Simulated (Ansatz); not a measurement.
Rows from a G0W0 calculation on WSi2N4/WSi2N4 (MoSi2N4 type bilayer) (Ansatz 0.2.0; G0W0 on PBEsol, plane waves, PAW; PAW set soft_1; 9×9×1 mesh, 601 empty bands, screening to 75 eV, PAW set soft_1 files), in eV. Spin-orbit coupling is left out.

```
row      Σx     Σc     Vxc     Z
  A  -20.75   1.10  -19.70  0.78
  B  -16.71  -3.32  -20.90  0.78
  C  -20.73   1.12  -19.68  0.78
  D  -16.72  -3.32  -20.91  0.78
  E  -15.19  -3.80  -19.99  0.78
  F  -20.68   1.07  -19.65  0.78
```

Q: Which rows are filled states and which are empty ones, and how can one tell?

Filled: A, C and F. Empty: B, D and E. The sign of Σc tells: for a filled state bare exchange, which holds its interaction with itself, lies below Vxc (Σx − Vxc is -1.0 eV or lower here) and screening gives part back as a positive Σc. For an empty state Σx lies above Vxc (+4.2 eV or more) and the Coulomb hole leaves Σc negative.

[Paths, hosts, dates, memory and timing lines, banners, echoed tables and standing remarks are left out of the program output.]

[Logs are printed without paths, hosts, clocks, repeated set-up lines and the standing remarks that a program may print on its own settings, such as how far it seeks lower states.]

[Runs of the session that timed out or met a known fault of the program may be left out.]

[Cells called generated may have been cut or substituted from an entry of the Crystallography Open Database or the Materials Project.]

[Hosts, paths, dates, database ids (printed as entryN), source tags and the programs' standing remarks are cut or masked in the printed files.]
